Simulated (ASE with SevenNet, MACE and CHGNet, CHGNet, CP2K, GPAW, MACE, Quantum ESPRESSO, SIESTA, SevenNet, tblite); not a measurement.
# Machine-learned potentials on ZnTeH4N2 (P2_1) (96 atoms): settings against a plane-wave reference

How do the settings of machine-learned potentials change the result for ZnTeH4N2 (P2_1) (96 atoms)? A plane-wave run serves as the yardstick.

Calculated with ASE with SevenNet, MACE and CHGNet; the method is named at each step.

### Step 1. The structure

The cell holds 96 atoms: 12 Zn, 12 Te, 48 H and 24 N. Its edges and angles: a = 12.667 Å, b = 13.811 Å, c = 7.303 Å, α = 90.0°, β = 98.9°, γ = 90.0°. It derives from ZnTeH4N2 (P2_1), repeated 3×2×1. ZnTeH4N2, space group P2_1, structure from the Crystallography Open Database, 3 x 2 x 1 conventional cells; positions as listed; bonds to H set to neutron lengths (C-H 1.089, N-H 1.015, O-H 0.983, B-H 1.19 Å) where the listed ones are shorter. Then every atom was moved at random, 0.03 Å r.m.s. a Cartesian component (hydrogen 0.6 of that).

The yardstick, on the same geometry:

| Item | Value |
| --- | --- |
| method | Kohn-Sham DFT, PBE, SSSP efficiency 1.3.0 pseudopotentials, plane waves (Quantum ESPRESSO 7.5); sssp-pbe-1.3.0-efficiency, cutoffs 60/480 Ry, Γ point |
| r.m.s. force component | 0.929 eV/Å |
| longest force | 4.68 eV/Å |
| pressure | 3.176 GPa |
| gap (highest filled to lowest empty level) | 2.235 eV |
| time | 7.4 min on 2 MPI ranks of Arm Neoverse V2, shared host |
| CPU time | 15 min |

### Step 2. SevenNet l3i5 potential

Method: machine-learned interatomic potential SevenNet l3i5, trained on PBE(+U) plane-wave data.

File run.py:

```python
import numpy as np
from ase.io import read
import mlip  # loads the published weights by name

atoms = read("structure.xyz")
atoms.calc = mlip.calc("7net-l3i5")
energy = atoms.get_potential_energy()
forces = atoms.get_forces()
print(f"energy {energy:.6f} eV")
print("forces (eV/A)")
for i, (a, f) in enumerate(zip(atoms, forces)):
    print(f"{i:4d} {a.symbol:2s} {f[0]:10.5f} {f[1]:10.5f} {f[2]:10.5f}")
stress = -atoms.get_stress(voigt=False) * 160.21766
print("stress (GPa, compression positive)")
for row in stress:
    print(" ".join(f"{x:10.4f}" for x in row))
```

File structure.xyz:

```xyz
96
Lattice="12.66660 0.00000 0.00000 0.00000 13.81140 0.00000 -1.13339 0.00000 7.21462" Properties=species:S:1:pos:R:3 pbc="T T T"
Zn 2.67375 6.56428 3.98175
Zn 0.48248 3.12580 3.24449
Te 2.57212 2.26134 4.52631
Te 0.49576 5.73670 2.71003
H 2.50007 4.73551 5.82508
H 0.59663 1.30573 1.38982
H -0.74998 5.97633 6.36402
H 3.85231 2.52293 0.83762
H 1.51175 0.34625 6.59719
H 1.58892 3.82175 0.59730
H 3.11711 6.06030 0.43143
H -0.04029 2.64171 6.79552
N 2.58304 5.77910 5.88958
N 0.49503 2.35968 1.34719
N 1.48039 6.28847 6.72424
N 1.50854 2.81090 0.55185
Zn 2.60959 13.48324 3.97576
Zn 0.50675 10.04987 3.20127
Te 2.58150 9.22339 4.56657
Te 0.46417 12.59738 2.69343
H 2.49029 11.64867 5.80835
H 0.57626 8.23933 1.41710
H -0.74240 12.90289 6.36575
H 3.85226 9.39686 0.84844
H 1.50049 7.27129 6.63579
H 1.58255 10.71406 0.56692
H 3.08434 13.02153 0.45301
H -0.04192 9.56771 6.79863
N 2.55601 12.67375 5.80200
N 0.50889 9.27656 1.33882
N 1.52191 13.11738 6.71068
N 1.62625 9.68069 0.49196
Zn 6.84539 6.60088 3.94936
Zn 4.66824 3.17110 3.19398
Te 6.86388 2.33647 4.49608
Te 4.71140 5.66751 2.66039
H 6.72663 4.79822 5.80676
H 4.79506 1.30131 1.39170
H 3.45261 5.98628 6.33862
H 8.05758 2.51892 0.83228
H 5.72854 0.35523 6.61357
H 5.78443 3.82369 0.58958
H 7.34548 6.11444 0.46289
H 4.18866 2.63190 6.82243
N 6.77714 5.78546 5.88352
N 4.73665 2.26907 1.29748
N 5.76863 6.22065 6.75108
N 5.80142 2.76739 0.50560
Zn 6.87375 13.43670 3.98088
Zn 4.64193 10.04600 3.23244
Te 6.81641 9.15116 4.54427
Te 4.72405 12.66036 2.69921
H 6.72692 11.67961 5.79601
H 4.77426 8.21157 1.39992
H 3.47595 12.89239 6.36741
H 8.07229 9.45377 0.84021
[... 36 atom lines left out ...]
N 11.04263 12.68342 5.90358
N 8.98608 9.26441 1.30448
N 9.97864 13.15757 6.74856
N 10.01990 9.67323 0.51851
```

Launch:

```
$ OMP_NUM_THREADS=1 python run.py > output.txt
```

Log:

```text
energy -430.479248 eV
forces (eV/A)
   0 Zn   -0.32931    0.20078   -0.07207
   1 Zn   -0.07330    0.21237    0.24152
   2 Te    0.20813    0.11862    0.27639
   3 Te   -0.03628    0.10324   -0.19896
   4 H    -0.04907    0.63015   -0.03539
   5 H    -0.31232    0.82447    0.30089
   6 H     1.20312    0.10788    0.30830
   7 H    -0.41800   -0.32280    0.16926
   8 H    -0.18286   -0.50289   -0.10872
   9 H    -0.09503    0.58300    0.41032
  10 H    -1.55615    0.73957   -0.45127
  11 H     1.19731    0.30347    0.59527
  12 N    -1.39651   -0.45485   -0.91751
  13 N    -1.73896   -1.79274    1.31063
  14 N     1.69599   -2.93216    1.55742
  15 N     1.61674    0.09171   -3.72343
  16 Zn   -0.14895    0.20563   -0.57742
  17 Zn   -0.09653   -0.02992    0.49802
  18 Te    0.00725   -0.32358    0.18205
  19 Te    0.15620    0.40027   -0.31623
  20 H     0.05435   -0.24444   -0.39937
  21 H    -0.04744    0.31480    0.22440
  22 H     0.72139   -0.06537   -0.04763
  23 H    -1.59589    0.33571   -0.66562
[...]
88 H     0.12661    0.96942   -0.47907
  89 H     0.54734   -0.40490    0.01704
  90 H     0.10741   -0.03948    2.65829
  91 H     1.17879    0.03112   -0.13983
  92 N     0.01259    1.75892   -0.76862
  93 N    -2.58723   -2.83026    2.28372
  94 N    -0.58854   -0.94162   -1.34070
  95 N     0.91824    1.85568   -2.85410
stress (GPa, compression positive)
    2.6315     0.1219    -2.3173
    0.1219     2.5200    -0.1826
   -2.3173    -0.1826     3.9615
```

Run time: 13 s. Hardware: 1 thread of Arm Neoverse V2, shared host; peak memory 1.6 GiB.

Banners, paths, timers and routine set-up lines are dropped from the logs unmarked, and long logs keep their key lines alone; longer cuts are marked.

Compared with the plane-wave run:

- r.m.s. force component: 0.8969 eV/Å
- r.m.s. difference of force components: 92.45 meV/Å
- longest difference of force vectors: 423.2 meV/Å
- force difference over r.m.s. force: 9.951 %
- slope of forces against the reference's: 0.9611
- correlation of force components: 0.9955
- pressure: 3.038 GPa
- pressure difference: -0.1383 GPa

Length of the force difference by element (eV/Å):

```csv
element,atoms,mean,most
H,48,0.10,0.23
N,24,0.23,0.42
Te,12,0.11,0.16
Zn,12,0.11,0.18
```

A closer look about H26, picked at random: 14 atoms, nearest first, numbered in the order of the input, with positions taken from that point.

```csv
atom,x,y,z,distance (Å),bonds,Fx,Fy,Fz (eV/Å)
H26,0.00,0.00,0.00,0.00,1,0.44,-0.03,0.21
N32,0.04,-1.03,-0.07,1.04,3,-1.72,0.57,-1.35
H28,-0.49,-1.15,-0.98,1.59,1,1.33,-0.05,-0.07
N30,-1.07,-1.44,0.77,1.95,4,0.58,-1.34,0.58
H88,-1.96,-1.27,0.31,2.36,1,-0.65,0.22,-0.30
H24,2.27,-1.32,0.28,2.64,1,-1.60,0.34,-0.67
H27,1.50,2.31,-0.11,2.76,1,-0.48,-0.14,-0.41
H22,-1.01,-2.47,0.85,2.80,1,-0.05,0.31,0.22
N31,1.07,2.40,-1.07,2.84,3,-0.19,1.04,0.92
H23,-1.19,2.19,-1.42,2.87,1,0.72,-0.07,-0.05
Zn18,-1.08,-0.66,2.63,2.92,4,-0.10,-0.03,0.50
H21,2.04,0.93,-1.97,2.99,1,0.05,-0.24,-0.40
Te20,-1.12,1.88,2.13,3.05,3,0.16,0.40,-0.32
H85,-2.13,0.99,-1.97,3.07,1,-0.22,-1.81,-0.20
```

Atoms are counted from 1 here, from 0 in the log.

Forces lie 10.0 % from the reference's, at 0.013 times its CPU time (on 1 against 2 cores).

### Step 3. MACE MP-0b3 medium potential

Method: machine-learned interatomic potential MACE MP-0b3 medium, trained on PBE(+U) plane-wave data.

Edit run.py of step 2 so:

```diff
@@ -5,3 +5,3 @@
 atoms = read("structure.xyz")
-atoms.calc = mlip.calc("7net-l3i5")
+atoms.calc = mlip.calc("mace-mp-0b3-medium")
 energy = atoms.get_potential_energy()
```

structure.xyz is that of step 2.

Log:

```text
energy -427.565101 eV
forces (eV/A)
   0 Zn   -0.24608    0.21818   -0.19650
   1 Zn   -0.06295    0.19705    0.23352
   2 Te    0.17487   -0.00897   -0.02491
   3 Te   -0.03408    0.01548    0.08213
   4 H    -0.04578    0.55929   -0.02102
   5 H    -0.25665    0.82698    0.23810
   6 H     1.27488    0.09740    0.23045
   7 H    -0.47561   -0.31852    0.21960
   8 H    -0.21322   -0.57539   -0.13557
   9 H    -0.08992    0.47614    0.44784
  10 H    -1.46288    0.70331   -0.35380
  11 H     1.17917    0.32761    0.51656
  12 N    -1.22023   -0.51894   -1.12328
  13 N    -1.47443   -1.55169    1.39582
  14 N     1.41656   -2.64833    1.66481
  15 N     1.32191    0.01258   -3.44712
  16 Zn   -0.12420    0.20917   -0.47337
  17 Zn   -0.07737    0.04680    0.49284
  18 Te    0.04591   -0.29995   -0.10193
  19 Te    0.09716    0.22482   -0.00751
  20 H     0.01799   -0.24705   -0.32313
  21 H     0.00422    0.27918    0.17265
  22 H     0.77260   -0.06036   -0.11238
  23 H    -1.68008    0.31762   -0.60577
[...]
88 H     0.14962    0.85920   -0.47626
  89 H     0.51949   -0.51518    0.05770
  90 H     0.10106   -0.02955    2.56022
  91 H     1.13837    0.08540   -0.16256
  92 N     0.05270    1.73173   -0.81606
  93 N    -2.36504   -2.64297    2.06476
  94 N    -0.60645   -0.79630   -1.12801
  95 N     0.74784    1.76655   -2.62426
stress (GPa, compression positive)
    2.1603     0.1139    -2.5969
    0.1139     1.9878    -0.1897
   -2.5969    -0.1897     3.5424
```

Run time: 9.8 s. Hardware: 1 thread; peak memory 1.1 GiB.

Compared with the plane-wave run:

```yaml
r_m_s_force_component: 0.8443 eV/Å
r_m_s_difference_of_force_components: 130 meV/Å
longest_difference_of_force_vectors: 603.9 meV/Å
force_difference_over_r_m_s_force: 14 %
slope_of_forces_against_the_reference_s: 0.9032
correlation_of_force_components: 0.9938
pressure: 2.563 GPa
pressure_difference: -0.6125 GPa
```

Against the first run (10.0 %), the force difference from the reference is 14 %, at 0.84 times the CPU time.

### Step 4. CHGNet 0.3.0 potential

Method: machine-learned interatomic potential CHGNet 0.3.0, trained on PBE(+U) plane-wave data.

Edit run.py of step 3 so:

```diff
@@ -5,3 +5,3 @@
 atoms = read("structure.xyz")
-atoms.calc = mlip.calc("mace-mp-0b3-medium")
+atoms.calc = mlip.calc("chgnet-0.3.0")
 energy = atoms.get_potential_energy()
```

structure.xyz is that of step 3.

Log:

```text
CHGNet v0.3.0 initialized with 412,525 parameters
CHGNet will run on cpu
energy -441.866516 eV
forces (eV/A)
   0 Zn   -0.27345    0.28242    0.04252
   1 Zn   -0.01068    0.22267    0.11559
   2 Te    0.13753    0.12495    0.31223
   3 Te   -0.01016    0.16792   -0.22772
   4 H    -0.03588    0.44460   -0.02312
   5 H    -0.23901    0.72615    0.16897
   6 H     1.31911    0.09647    0.29336
   7 H    -0.48583   -0.25888    0.17194
   8 H    -0.19358   -0.50428   -0.13428
   9 H    -0.02495    0.55686    0.39877
  10 H    -1.67048    0.82163    0.12568
  11 H     1.22154    0.32500    0.19169
  12 N    -1.43700   -0.43665   -1.48413
  13 N    -2.00352   -1.77323    1.99964
  14 N     1.69917   -2.97043    1.31651
  15 N     1.76272    0.15345   -3.50841
  16 Zn   -0.09320    0.19831   -0.26144
  17 Zn   -0.02977    0.04238    0.23111
  18 Te    0.07086   -0.22487    0.20228
  19 Te    0.03744    0.28492   -0.32021
  20 H     0.01304   -0.28130   -0.24338
  21 H    -0.02128    0.17299    0.23791
  22 H     0.75710   -0.07354   -0.04818
  23 H    -1.68088    0.32128   -0.69300
[...]
88 H     0.12857    0.95551   -0.50089
  89 H     0.54324   -0.39041    0.06771
  90 H    -0.04722    0.11181    3.11449
  91 H     1.27318    0.09431   -0.51610
  92 N     0.06436    1.72912   -1.06308
  93 N    -2.74729   -2.97520    2.61921
  94 N    -0.50484   -1.00949   -1.49645
  95 N     1.07975    1.87917   -2.82197
stress (GPa, compression positive)
    2.5699     0.1577    -2.4759
    0.1577     2.9535    -0.1835
   -2.4759    -0.1835     4.6538
```

Wall time 4 s (1 thread); peak memory 1.3 GiB.

Against the reference:

- r.m.s. force component: 0.9155 eV/Å
- r.m.s. difference of force components: 152.8 meV/Å
- longest difference of force vectors: 740.6 meV/Å
- force difference over r.m.s. force: 16.45 %
- slope of forces against the reference's: 0.972
- correlation of force components: 0.9864
- pressure: 3.392 GPa
- pressure difference: 0.2164 GPa

Against the first run (10.0 %), the force difference from the reference is 16 %, at 0.35 times the CPU time.

### Step 5. The ladder

Differences are against the plane-wave reference, forces as r.m.s. over components; share is that over the reference's r.m.s. force, slope the least-squares factor from reference forces to these. Total energies of different programs have different zeros and aren't compared.

```csv
run,"Δ force, r.m.s. (meV/Å)",share (%),slope,Δ pressure (GPa),cores,CPU time,memory (GiB)
reference,-,-,-,-,2,15 min,3.4
SevenNet l3i5 potential,92.4,9.95,0.961,-0.138,1,12 s,1.6
MACE MP-0b3 medium potential,130,14.0,0.903,-0.613,1,9.7 s,1.1
CHGNet 0.3.0 potential,153,16.4,0.972,0.216,1,4 s,1.3
```

Times of the machine-learned potentials are mostly Python's start and the loading of weights.

CPU time is summed over cores on a shared host, where runs went side by side, so it is rough. Symmetry, cutoffs, thresholds, outputs and thread counts weren't matched or tuned between programs; memory under MPI is the largest rank's times the ranks.

### Step 6. What came out

* nearest in forces: SevenNet l3i5 potential, 10.0 %
* its CPU time: 12 s

In words: Machine-learned potentials differ by 10.0 % (SevenNet l3i5 potential) to 16 % (CHGNet 0.3.0 potential); they were trained on other programs' data. The reference's pressure holds the uncorrected Pulay stress of its 60 Ry basis, so small pressure differences, and their order, may be the reference's own error. Machine-learned potentials mimic data converged in k, so the reference's own k-point error enters their differences. The reference's pressure of 3.2 GPa belongs to a cell and atoms that aren't relaxed at this level. The electronic-structure runs sample only Γ, in a cell whose shortest periodic width is 7 Å. Spin–orbit coupling is left out, which matters for the levels of the heavy elements.

[Also dropped from logs without a mark: logging warnings of Python, and SIESTA's first energy breakdown and zero terms.]

[Logs are printed without paths, hosts, clocks, repeated set-up lines and the standing remarks that a program may print on its own settings, such as how far it seeks lower states.]

[Hosts, paths, dates, database ids (printed as entryN), source tags and the programs' standing remarks are cut or masked in the printed files.]
